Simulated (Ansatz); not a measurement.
Planning a run of Ansatz 0.2.0 on NbInO4 (P2/c). The input:

```yaml
crystal:
  lattice:
    - [4.8355, 0.0, 0.0]
    - [0.0, 5.7709, 0.0]
    - [-0.1014445258, 0.0, 5.1429996119]
  atoms:
    - { symbol: Nb, position: [0.0, 0.1779, 0.25] }
    - { symbol: Nb, position: [0.0, 0.8221, 0.75] }
    - { symbol: In, position: [0.5, 0.6825, 0.25] }
    - { symbol: In, position: [0.5, 0.3175, 0.75] }
    - { symbol: O, position: [0.26, 0.618, 0.901] }
    - { symbol: O, position: [0.74, 0.618, 0.599] }
    - { symbol: O, position: [0.74, 0.382, 0.099] }
    - { symbol: O, position: [0.26, 0.382, 0.401] }
    - { symbol: O, position: [0.217, 0.898, 0.438] }
    - { symbol: O, position: [0.783, 0.898, 0.062] }
    - { symbol: O, position: [0.783, 0.102, 0.562] }
    - { symbol: O, position: [0.217, 0.102, 0.938] }
kpoints:
  mp_grid: { grid: [4, 2, 4] }
hamiltonian:
  xc: r2scan
  pseudopotentials: { kind: paw, source: ansatz }
scf:
  occupations: { method: fixed }
gw:
  n_empty_bands: 306
  ecut_chi: 96
  qp_bands: [v4, c4]
  qp_kpoints: band_edges
  screening: { model: contour_deformation }
```

```sh
ansatz run input.yaml --threads 24 --pin off --max-ram 82944MiB --backend cuda --events-out ev --progress --plain --runs-dir out --devices 1 --max-vram 78GiB
```

Q: How long will it take on 1 × NVIDIA GB200 (shared by 2 runs) with 24 threads of Arm Neoverse V2, shared host, and how much memory?

It took 24 s; on shared hardware allow 12 s to 48 s. Peak host memory was 5.6 GiB. The sizes that set the cost: 11101 plane waves a state, 20 irreducible k points, 364 bands summed, 295 plane waves in the screening and 10 SCF cycles.

The screening grows as filled bands × empty bands × pairs of k points, times the square of the screening basis for the matrix.

[Paths, hosts, dates, memory and timing lines, banners, echoed tables and standing remarks are left out of the program output.]

[Logs are printed without paths, hosts, clocks, repeated set-up lines and the standing remarks that a program may print on its own settings, such as how far it seeks lower states.]

[Runs of the session that timed out or met a known fault of the program may be left out.]

[Cells called generated may have been cut or substituted from an entry of the Crystallography Open Database or the Materials Project.]

[Hosts, paths, dates, database ids (printed as entryN), source tags and the programs' standing remarks are cut or masked in the printed files.]
